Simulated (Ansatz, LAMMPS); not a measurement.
# Forces and charges in liquid mixture of sulfolane and H2O at 380 K (192 atoms)

Wanted: forces, charges and levels of liquid mixture of sulfolane and H2O at 380 K (192 atoms).

Main program and level: Ansatz 0.2.0; Kohn-Sham DFT, PBEsol, PAW (set soft_2), plane waves.

### 1. Starting point

The cell holds 192 atoms: 28 O, 12 S, 48 C and 104 H. Its edges and angles: a = 12.923 Å, b = 12.923 Å, c = 12.923 Å, α = 90.0°, β = 90.0°, γ = 90.0°. 12 sulfolane, 4 H2O placed at random, at 1.17 g/cm³; overlaps pushed apart, then 10 ps at 450 K with MMFF94 bonds, angles, torsions, charges and radii (Halgren, J. Comput. Chem. 17, 490 (1996)) in harmonic and 12-6 forms; SPC/E water (Berendsen, Grigera and Straatsma, J. Phys. Chem. 91, 6269 (1987)). Snapshot after 20 ps at 380 K and fixed volume.

What the set-up can't give: The network of contacts between molecules at the start is that of the classical potential that made the cell, and needn't be the one that DFT or experiment would give. The functional has no dispersion term, which matters for the binding between molecules or layers. The density was typed from a rule of thumb and may lie off the real one at this temperature. Sampling is at Γ alone, for a cell whose shortest periodic width is 13 Å.

### 2. Making the structure

A classical potential makes the cell, at a small fraction of what the same run would cost in DFT.

This step: classical MD, MMFF94 bonds, angles, torsions, charges and radii (Halgren, J. Comput. Chem. 17, 490 (1996)) in harmonic and 12-6 forms; SPC/E water (Berendsen, Grigera and Straatsma, J. Phys. Chem. 91, 6269 (1987)) (LAMMPS 22 Jul 2025 - Update 4).

Input file in.lmp:

```
# liquid mixture of sulfolane and H2O
units real
atom_style full
boundary p p p
bond_style harmonic
angle_style harmonic
dihedral_style opls
improper_style harmonic
special_bonds lj 0 0 0.5 coul 0 0 0.75
read_data data.lmp
neigh_modify delay 0 every 1 check yes one 4000
comm_modify cutoff 12.0
timestep 0.5
thermo_style custom step time temp pe press density
thermo_modify norm yes
# push overlapping molecules apart
pair_style soft 2.6
pair_coeff * * 0.0
variable a equal ramp(1,60)
fix ad all adapt 1 pair soft a * * v_a
velocity all create 450 5276 mom yes dist gaussian
fix lim all nve/limit 0.03
fix lan all langevin 450 450 50 5277 zero yes
thermo 1000
run 3000 post no
unfix ad
pair_style lj/cut/coul/long 9.0
pair_modify mix arithmetic tail yes
pair_coeff 1 1 0.0763 3.0960   # O
pair_coeff 2 2 0.2681 3.4180   # S
pair_coeff 3 3 0.0678 3.3680   # C
pair_coeff 4 4 0.0216 2.5400   # H
pair_coeff 5 5 0.1553 3.1660   # O
pair_coeff 6 6 0.0000 1.0000   # H
# [... 19 lines left out ...]
compute msd all msd com yes
thermo 5000
fix md all nvt temp 380 380 100
run 20000 post no
print "== T380: mean square displacement over the hold $(c_msd[4]:%.2f) A^2"
unfix md
uncompute msd
write_dump all custom T380.dump id type xs ys zs modify sort id
```

The run is started by

```console
lmp -in in.lmp -log none -nocite
```

Numbers of over 12 decimals in the logs are rounded to 6 here.

The log of the run:

```text
LAMMPS (22 Jul 2025 - Update 4)
Reading data file ...
  orthogonal box = (0 0 0) to (12.92274 12.92274 12.92274)
  192 atoms
  orthogonal box = (0 0 0) to (12.92274 12.92274 12.92274)
  188 bonds
  364 angles
  492 dihedrals
   Step          Time           Temp          PotEng         Press         Density
         0   0              450            0.39087588    -1383.3844      1.1650003
      1000   500            434.47999      1.7640199      20164.265      1.1650003
      2000   1000           391.51513      1.5663389      31836.067      1.1650003
      3000   1500           390.67841      1.54685        23464.239      1.1650003
[... 29 lines left out ...]
Loop time of 6.61617 s on 1 MPI rank(s) for 10000 steps with 192 atoms
   Step          Time           Temp          PotEng         Press         Density
[... 4 lines left out ...]
Loop time of 3.26205 s on 1 MPI rank(s) for 5000 steps with 192 atoms
   Step          Time           Temp          PotEng         Press         Density
[... 2 lines left out ...]
     25000   24000          369.06369      0.065289908   -5643.3041      1.1650003
     30000   29000          371.98495      0.034166412    5659.2846      1.1650003
     35000   34000          397.50584     -0.043375067   -318.01527      1.1650003
     37000   36000          374.41697     -0.036771294    4825.2309      1.1650003
Loop time of 13.0809 s on 1 MPI rank(s) for 20000 steps with 192 atoms
== T380: mean square displacement over the hold 13.97 A^2
```

Wall time 25 s (1 thread of Arm Neoverse V2, shared host); peak memory 0.13 GiB.

The input also reads data.lmp (atoms, bonds and types; not printed here).

### 3. Plane-wave single point

The electrons are solved once, with the atoms held.

Input file input.yaml:

```yaml
crystal:
  lattice:
    - [12.92274, 0.0, 0.0]
    - [0.0, 12.92274, 0.0]
    - [0.0, 0.0, 12.92274]
  atoms:
    - { symbol: O, position: [0.72374, 0.30893, 0.75392] }
    - { symbol: S, position: [0.81116, 0.24383, 0.72754] }
    - { symbol: O, position: [0.88182, 0.26797, 0.64423] }
    - { symbol: C, position: [0.77057, 0.1161, 0.72024] }
    - { symbol: C, position: [0.84058, 0.05625, 0.79323] }
    - { symbol: C, position: [0.84681, 0.12588, 0.8844] }
    - { symbol: C, position: [0.88549, 0.21956, 0.84114] }
    - { symbol: H, position: [0.68911, 0.11381, 0.73327] }
    - { symbol: H, position: [0.7912, 0.08632, 0.64318] }
    - { symbol: H, position: [0.91868, 0.0433, 0.7607] }
    - { symbol: H, position: [0.79948, 0.98008, 0.81568] }
    - { symbol: H, position: [0.77194, 0.13509, 0.91927] }
    - { symbol: H, position: [0.89602, 0.09698, 0.94525] }
    - { symbol: H, position: [0.96083, 0.20532, 0.8139] }
    - { symbol: H, position: [0.88115, 0.27859, 0.901] }
    - { symbol: O, position: [0.78502, 0.31567, 0.25339] }
    - { symbol: S, position: [0.82397, 0.32271, 0.14652] }
    - { symbol: O, position: [0.87954, 0.23866, 0.09322] }
    - { symbol: C, position: [0.88676, 0.44214, 0.12447] }
    - { symbol: C, position: [0.82238, 0.49738, 0.03971] }
    - { symbol: C, position: [0.70914, 0.46831, 0.06532] }
    - { symbol: C, position: [0.71171, 0.35272, 0.07373] }
    - { symbol: H, position: [0.89029, 0.48781, 0.19569] }
    - { symbol: H, position: [0.96421, 0.43164, 0.09636] }
    - { symbol: H, position: [0.84224, 0.45137, 0.96753] }
    - { symbol: H, position: [0.85046, 0.57749, 0.03641] }
    - { symbol: H, position: [0.6818, 0.51159, 0.13476] }
    - { symbol: H, position: [0.6524, 0.49157, 0.00282] }
    - { symbol: H, position: [0.71803, 0.30566, 0.00581] }
    - { symbol: H, position: [0.64188, 0.32619, 0.1134] }
    - { symbol: O, position: [0.57667, 0.79926, 0.38209] }
    - { symbol: S, position: [0.65729, 0.80479, 0.46114] }
    [... 154 atom lines left out ...]
    - { symbol: O, position: [0.56187, 0.39309, 0.86535] }
    - { symbol: H, position: [0.62501, 0.3611, 0.83407] }
    - { symbol: H, position: [0.52305, 0.43208, 0.81094] }
    - { symbol: O, position: [0.23127, 0.68576, 0.59067] }
    - { symbol: H, position: [0.16165, 0.71758, 0.60205] }
    - { symbol: H, position: [0.24659, 0.68368, 0.51484] }
kpoints:
  mp_grid: { grid: [1, 1, 1] }
hamiltonian:
  xc: pbesol
scf:
  occupations: { method: gaussian, width: 0.025 }
output:
  forces: true
  stress: true
  populations: intrinsic
  dos:
    method: { smearing: { sigma: 0.15 } }
    de: 0.1
    projected: { site_lists: { C: [C], H: [H], O: [O], S: [S] } }
  eigenvalues: true
  write_density: true
  write_potential: true
  volumetric_format: npy
```

The run is started by

```console
ansatz run input.yaml --threads 8 --pin off --max-ram 15872MiB --backend cpu --events-out ev --progress --plain --runs-dir out
```

The log of the run:

```text
Engine: ansatz 0.2.0, aarch64-unknown-linux-gnu
Pseudopotentials: kind: paw
Pseudopotential: O, paw, valence charge 6, recommended cutoff 420 eV (normal), O.paw.azcp
Pseudopotential: S, paw, valence charge 6, recommended cutoff 420 eV (normal), S.paw.azcp
Pseudopotential: C, paw, valence charge 4, recommended cutoff 420 eV (normal), C.paw.azcp
Pseudopotential: H, paw, valence charge 1, recommended cutoff 420 eV (normal), H.paw.azcp
[... 3 lines on functional and potentials left out ...]
Crystal: 192 atoms, lattice volume = 2158.062 Å³
Basis set: ecut = 420 eV, 42211 PW (Γ), exchange–correlation on 180×180×180 points (8 copies of the dense FFT grid, shifted against one another)
Bands: 460, of which v1, the nominal top of the filled ones, is band 268 counted from 1 (267 counted from 0)
Symmetry: 1 space group operations
Space group: P1 (ITA 1), of the structure as read, at distance tolerance 1.3e-4 Å
k-points: 1
[... 12 lines on functional and potentials left out ...]
Initial density: superposition of atomic densities (neutral atoms: chi_scale 0, normalization atom), corrected by the library's trained network
Initial wavefunctions: pseudopotential atomic-orbital guess
Functional: x = pbesol(κ = 0.804, μ = 0.123457), c = pbesol(β = 0.046)
SCF iter   1: F=—  HF=-39784.407581 eV  |F-HF|=—  |Δ(HF+E_count)|=         —  Δρ=6.00e-3  dr2=8.90e-1  ethr=1.77e-3  ⟨swp⟩=6.0  Hψ=2237  notcnv=0  defer=76
preconditioner: auto → Resta (q_TF=auto, 2.163 Å⁻¹)  ε∞=2.4  [insulator: Δε(μ)=4.607 eV  Ē_g=15.112 eV  σ=0.025 eV  W_gap=1.00  n_scr=364 (ndim 8)  ℏωp=18.1 eV  f_vac=0.275  D(μ)=0.00/eV (n_scr^D=0)  ε∞_Penn≈2.4]
SCF iter   2: F=—  HF=-39784.212827 eV  |F-HF|=—  |Δ(HF+E_count)|=   1.95e-1  Δρ=3.46e-3  dr2=2.20e-1  ethr=1.66e-4  ⟨swp⟩=2.0  Hψ=642  notcnv=0  defer=184
SCF iter   3: F=—  HF=-39784.212014 eV  |F-HF|=—  |Δ(HF+E_count)|=   8.13e-4  Δρ=1.70e-3  dr2=7.58e-2  ethr=4.10e-5  ⟨swp⟩=4.0  Hψ=554  notcnv=0  defer=184
SCF iter   4: F=—  HF=-39784.201652 eV  |F-HF|=—  |Δ(HF+E_count)|=   1.04e-2  Δρ=5.03e-4  dr2=6.40e-3  ethr=1.41e-5  ⟨swp⟩=3.0  Hψ=551  notcnv=0  defer=184
SCF iter   5: F=—  HF=-39784.203203 eV  |F-HF|=—  |Δ(HF+E_count)|=   1.55e-3  Δρ=2.39e-4  dr2=1.62e-3  ethr=1.19e-6  ⟨swp⟩=2.0  Hψ=791  notcnv=0  defer=184
SCF iter   6: F=—  HF=-39784.203846 eV  |F-HF|=—  |Δ(HF+E_count)|=   6.43e-4  Δρ=1.63e-4  dr2=5.74e-4  ethr=3.02e-7  ⟨swp⟩=2.0  Hψ=550  notcnv=0  defer=184
SCF iter   7: F=—  HF=-39784.203806 eV  |F-HF|=—  |Δ(HF+E_count)|=   3.98e-5  Δρ=4.34e-5  dr2=5.09e-5  ethr=1.07e-7  ⟨swp⟩=2.0  Hψ=548  notcnv=0  defer=184
SCF iter   8: F=—  HF=-39784.203973 eV  |F-HF|=—  |Δ(HF+E_count)|=   1.67e-4  Δρ=2.71e-5  dr2=1.48e-5  ethr=9.50e-9  ⟨swp⟩=2.0  Hψ=543  notcnv=0  defer=184
SCF iter   9: F=—  HF=-39784.203967 eV  |F-HF|=—  |Δ(HF+E_count)|=   5.76e-6  Δρ=7.05e-6  dr2=1.45e-6  ethr=2.77e-9  ⟨swp⟩=2.0  Hψ=536  notcnv=0  defer=184
SCF iter  10: F=—  HF=-39784.203966 eV  |F-HF|=—  |Δ(HF+E_count)|=   1.28e-6  Δρ=4.29e-6  dr2=4.20e-7  ethr=2.71e-10  ⟨swp⟩=2.0  Hψ=536  notcnv=0  defer=184
SCF iter  11: F=—  HF=-39784.203966 eV  |F-HF|=—  |Δ(HF+E_count)|=   2.53e-7  Δρ=2.25e-6  dr2=1.12e-7  ethr=7.83e-11  ⟨swp⟩=2.0  Hψ=542  notcnv=0  defer=184
SCF iter  12: F=-39784.203966 eV  HF=-39784.203966 eV  |F-HF|=1.84e-8  |Δ(HF+E_count)|=   6.23e-8  Δρ=5.41e-7  dr2=1.05e-8  ethr=1.87e-11  ⟨swp⟩=20.0  Hψ=3853  notcnv=0
SCF 1 converged in 12 iterations: F = -39784.203966 eV  dr2 = 1.05e-8
  greatest PAW one-centre occupation: 0.880 electrons in one spin orbital (limit 2), on the O atom at site 62 (counted from 0), in its partial waves of l = 0
WARN: The input density's exchange-correlation potential varies sharply where the density is thin. Do not read a vacuum level from v_tot or v_xc, or from such a field of the output density. On a cell that repeats whose density bears no net charge and no dipole along the vacuum's axis use v_es (v_loc + v_h of the components); [...]
SCF converged after 12 iterations
Free energy (F): -39784.203966 eV
Harris-Foulkes:  -39784.203966 eV  (|F-HF|=1.84e-8)
Internal energy: -39784.203966 eV  (E = F + TS)
E sigma→0 (E₀):  -39784.203966 eV
Fermi energy:    1.792477 eV
--- Per-component energies (eV) ---
  E_band       = -4189.387714
  E_kinetic    = 12173.799501
  E_local      = -42855.607647  (includes V_loc(G=0)·N_el)
  E_nonlocal   = 3165.675177
  E_hartree    = 16276.398593
  E_xc         = -6427.307838
  E_vxc        = -7738.317611  (∫ρ·V_xc dr)
  E_paw        = -15932.100353  (= ΣΔE_a)
  E_vpaw       = -1487.664699  (= ΣTr[D̂ρ^β])
  E_aug_tail   = -0.069986  (compensation charges beyond the density's cutoff)
  E_ewald      = -6187.735691
  E_core_change = 2.744277  (= ΣΔE_core)
  E_smearing   = -0.000000  (= −TS)
  E_closure    = -0.000000  (closes the sum)
  Σ components = -39784.203966   (vs F -39784.203966, Δ=0.00e0)
--- Forces (eV/Å), atoms counted from 1 ---
  atom   1  O     -0.36193191     0.67129266    -0.36779467
  atom   2  S      0.96667275    -0.13009497     1.20829119
  atom   3  O     -0.18156210     0.56091726    -0.54281078
  atom   4  C      1.20259550    -1.52018056    -1.80055196
  atom   5  C     -1.73029289    -1.92850430     0.76707102
  atom   6  C     -0.34125355    -2.03805201     0.78227695
  atom   7  C     -0.19605209     2.50659498     0.59394271
  atom   8  H     -1.06814515    -0.31163755     0.36734880
  atom   9  H     -0.56339576     0.28051499    -0.34697613
  atom  10  H     -0.33363311    -0.23341570    -0.04090499
  atom  11  H      0.92997713     1.02238736    -0.66345452
  atom  12  H     -0.98325031     0.13692395     0.41188576
  atom  13  H      0.56971479    -0.21731890     0.51288262
  atom  14  H      1.85924786     0.16552286    -0.50083397
[...]
atom 191  H      1.23826866    -0.02099630    -0.92988820
  atom 192  H     -0.58834854     0.17799200     0.85249707
  max |Σ_I F_I| component: 4.87e-5 eV/Å
--- Stress (GPa, compression-positive) ---
        2.695582       0.093767       0.157868
        0.093767       3.925261       0.149838
        0.157868       0.149837       3.338763
  P = ⅓ Tr σ = 3.3199 GPa (33.199 kbar)
--- Band table (eV) ---
  k-point 0: bands = ["-23.1741", "-23.0015", "-22.9657", "-22.9379", [... 444 levels ...], "10.8215", "10.8742", "10.9128", "10.9292", "10.9648", "10.9985", "11.0314", "11.0589", "11.0841", "11.1255", "11.1518", "11.1717"]
--- intrinsic populations: 192 sites ---
  site symbol       q [e]
     0      O      6.8922
     1      S      3.9378
     2      O      6.9026
[...]
191      H      0.6124
  spilling = -0.000000 (of n_electrons = 536.000000)
```

The job ended after 22 s (8 threads of Arm Neoverse V2, shared host; peak memory 3 GiB; 2.7 min of CPU time).

Reading the cycles: dr2 is the Hartree energy of the density residual (eV), the measure of convergence; HF is the Harris–Foulkes estimate of the energy, which meets the free energy F at convergence.

The program notes that the exchange-correlation potential is rough where the density is thin.

Read from the output:

| Quantity | Value |
| --- | --- |
| free energy | -39784.2040 eV |
| free energy per atom | -207.2094 eV/atom |
| SCF cycles | 12 |
| pressure | 3.32 GPa |
| r.m.s. force component | 1.012 eV/Å |
| longest force | 4.297 eV/Å |
| Fermi energy | 1.792 eV |
| gap (highest filled to lowest empty level) | 4.545 eV |

Neighbours are counted within 1.34 Å (H-C), 1.21 Å (H-O), 1.85 Å (C-C), 2.21 Å (C-S), 1.93 Å (O-S).

Length of the force by element and coordination:

```csv
element,coordination,atoms,mean length of the force (eV/Å),spread,least,most
C,all,48,2.14,0.831,0.331,3.67
H,all,104,1.15,0.790,0.106,3.93
O,all,28,1.13,0.798,0.409,4.12
O,1,24,1.21,0.827,0.409,4.12
O,2,4,0.598,0.173,0.413,0.817
S,all,12,2.37,1.01,1.20,4.30
```

Intrinsic-atomic-orbital charges by element and coordination:

```csv
element,coordination,atoms,mean charge (e),spread,least,most
C,all,48,-0.458,0.122,-0.613,-0.293
H,all,104,0.216,0.0496,0.154,0.388
O,all,28,-0.896,0.0264,-0.932,-0.821
O,1,24,-0.904,0.0166,-0.932,-0.861
O,2,4,-0.847,0.0187,-0.870,-0.821
S,all,12,2.05,0.0246,1.99,2.09
```

States in the cell by windows of 1 eV, zero at the Fermi level; the larger projections on atomic orbitals stand beside the total:

```csv
from (eV),to (eV),total,C p,O p,H s,S p,C s
-18,-17,9.8,1.1,0.0,1.5,1.1,5.2
-17,-16,0.1,0.0,0.0,0.0,0.0,0.1
-16,-15,22.3,2.3,0.1,4.6,2.4,12.3
-15,-14,22.6,4.1,0.4,3.5,1.9,8.3
-14,-13,2.9,0.6,0.1,0.4,0.2,1.0
-13,-12,0.0,0.0,0.0,0.0,0.0,0.0
-12,-11,33.8,10.1,2.0,7.9,2.6,8.3
-11,-10,15.8,4.5,1.9,3.4,0.4,2.6
-10,-9,40.3,17.9,7.7,6.2,4.3,0.5
-9,-8,33.4,12.3,8.7,5.8,3.0,0.6
-8,-7,65.8,26.6,17.0,11.0,6.2,1.1
-7,-6,33.8,17.3,6.7,6.8,1.6,0.3
-6,-5,61.4,33.7,12.4,12.9,0.4,0.5
-5,-4,64.9,16.6,36.9,8.3,0.4,0.3
-4,-3,50.3,10.1,34.3,3.3,0.4,0.4
-3,-2,8.6,1.0,7.2,0.2,0.0,0.1
-2,2,0.0,0.0,0.0,0.0,0.0,0.0
2,3,18.1,2.0,1.7,4.7,2.4,1.8
3,4,48.0,6.2,4.5,12.0,7.4,3.1
4,5,57.7,10.3,4.4,11.0,8.2,3.7
```

Between -26 and -18 eV lie 70 more states.

The levels nearest the highest filled one (over half full), pooled over k-points and spins:

```csv
level less the highest filled one (eV),occupation
-0.870,2
-0.754,2
-0.526,2
-0.494,2
-0.301,2
0,2
4.55,0
4.65,0
4.83,0
4.91,0
5.00,0
5.09,0
```

Valence density in the bc plane at fractional x = 0.236, with atoms of C and H and O and S within 0.2 Å of it. It is the smooth field of the valence electrons, not physical close to the nuclei.

Values in e/Å³, 13 rows by 16 columns, each cell a mean:
```
0.2 0.0 0.0 0.2 0.7 0.5 0.1 0.1 0.1 0.1 0.0 0.0 0.0 0.0 0.1 0.4
0.0 0.0 0.2 1.3 1.6 0.8 0.4 0.7 0.2 0.0 0.0 0.2 0.2 0.0 0.0 0.0
0.0 0.0 0.0 0.1 0.6 1.4 1.1 1.5 0.5 0.0 0.0 0.1 0.2 0.1 0.0 0.0
0.1 0.6 0.4 0.0 0.3 0.9 0.2 0.4 0.4 0.0 0.0 0.0 0.1 0.0 0.2 0.3
1.1 1.4 0.7 0.0 0.0 0.0 0.0 0.0 0.0 0.1 0.9 1.2 0.1 0.0 0.5 1.6
0.8 0.8 1.0 0.1 0.0 0.0 0.1 0.1 0.0 0.1 2.5 3.3 0.2 0.0 0.3 1.2
0.1 0.0 0.1 0.1 0.1 0.1 0.7 0.4 0.0 0.0 0.3 0.4 0.0 0.1 0.5 0.5
0.1 0.0 0.0 0.2 0.2 0.1 0.1 0.2 0.1 0.2 0.3 0.1 0.0 0.1 2.6 2.6
0.1 0.0 0.0 0.0 0.0 0.0 0.0 0.1 0.1 0.6 0.8 0.2 0.0 0.0 0.4 0.4
0.1 0.2 0.0 0.0 0.0 0.0 0.1 0.4 0.6 1.0 0.8 0.4 0.1 0.0 0.0 0.0
0.0 0.1 0.0 0.0 0.0 0.0 0.0 0.6 1.3 0.5 0.3 0.2 0.2 0.0 0.0 0.0
0.2 0.0 0.0 0.0 0.0 0.0 0.0 0.1 0.2 0.1 0.1 0.0 0.0 0.0 0.1 0.5
1.7 0.1 0.0 0.0 0.1 0.1 0.0 0.0 0.0 0.0 0.1 0.0 0.0 0.0 0.4 4.6
```
Columns run along b (12.9 Å), rows up along c (12.9 Å). Atoms in or near the plane, at fractional coordinates: C at (0.28, 0.90), H at (0.50, 0.75), H at (0.20, 0.88), H at (0.41, 0.51), O at (0.97, 0.03), S at (0.63, 0.27), C at (0.97, 0.61), H at (0.93, 0.68), H at (0.14, 0.57), H at (0.12, 0.70), O at (0.69, 0.59), H at (0.68, 0.51).

Electrostatic potential energy in the bc plane at fractional x = 0.236, with atoms of C and H and O and S within 0.2 Å of it. With pseudopotentials it is smooth inside the atoms' cores, unlike the true potential.

Values in eV, 13 rows by 16 columns, each cell a mean:
```
  4   5   5   2 -11  -2   2   3   5   5   5   4   4   5   6   2
  6   6   1 -22 -32  -9  -3 -11   2   5   5   1   1   4   5   5
  5   5   4   3  -4 -30 -15 -31  -4   5   5   4   3   4   4   4
  4  -8  -6   5   1 -10   2  -4  -9   5   6   5   4   4  -2  -3
-14 -30  -4   5   5   4   4   4   5   6  -2  -6   6   5  -5 -30
 -9  -8 -18   4   5   4   1   3   5   6 -18 -26   5   5  -2 -22
  3   5   5   6   6   4 -14  -1   5   5  -4  -8   5   4  -3  -4
  6   6   6   6   5   4   3   3   4   4   3   5   6   6 -21 -21
  6   6   6   6   6   4   4   4   3  -8 -15   1   5   6   3   3
  4   1   5   6   6   6   4   0  -7 -27 -37  -8   4   5   6   6
  4   3   5   6   6   6   5  -4 -21  -5  -6   1   1   3   5   6
  5   6   6   6   6   5   5   3   3   3   4   4   4   5   6   1
-12   6   6   6   5   3   4   5   5   5   4   4   5   6   3 -35
```
Columns run along b (12.9 Å; values clipped at the 3rd and 97th percentile), rows up along c (12.9 Å). Atoms in or near the plane, at fractional coordinates: C at (0.28, 0.90), H at (0.50, 0.75), H at (0.20, 0.88), H at (0.41, 0.51), O at (0.97, 0.03), S at (0.63, 0.27), C at (0.97, 0.61), H at (0.93, 0.68), H at (0.14, 0.57), H at (0.12, 0.70), O at (0.69, 0.59), H at (0.68, 0.51).

Mean intrinsic-atomic-orbital charges: C -0.46, H +0.22, O -0.90, S +2.05 e. The largest share in the top eV of filled states is O p (76 % of the projected weight), and in the lowest eV of empty states H s (34 % of the projected weight).

(Continued in part 2 of 2.)

[Logs are printed without paths, hosts, clocks, repeated set-up lines and the standing remarks that a program may print on its own settings, such as how far it seeks lower states.]

[Hosts, paths, dates, database ids (printed as entryN), source tags and the programs' standing remarks are cut or masked in the printed files.]

[The MMFF94 radii named for the starting cell were scaled by 0.96; in molecules described by MMFF94, hydrogen bound to N, O or S took a small fixed 12-6 site in their place.]
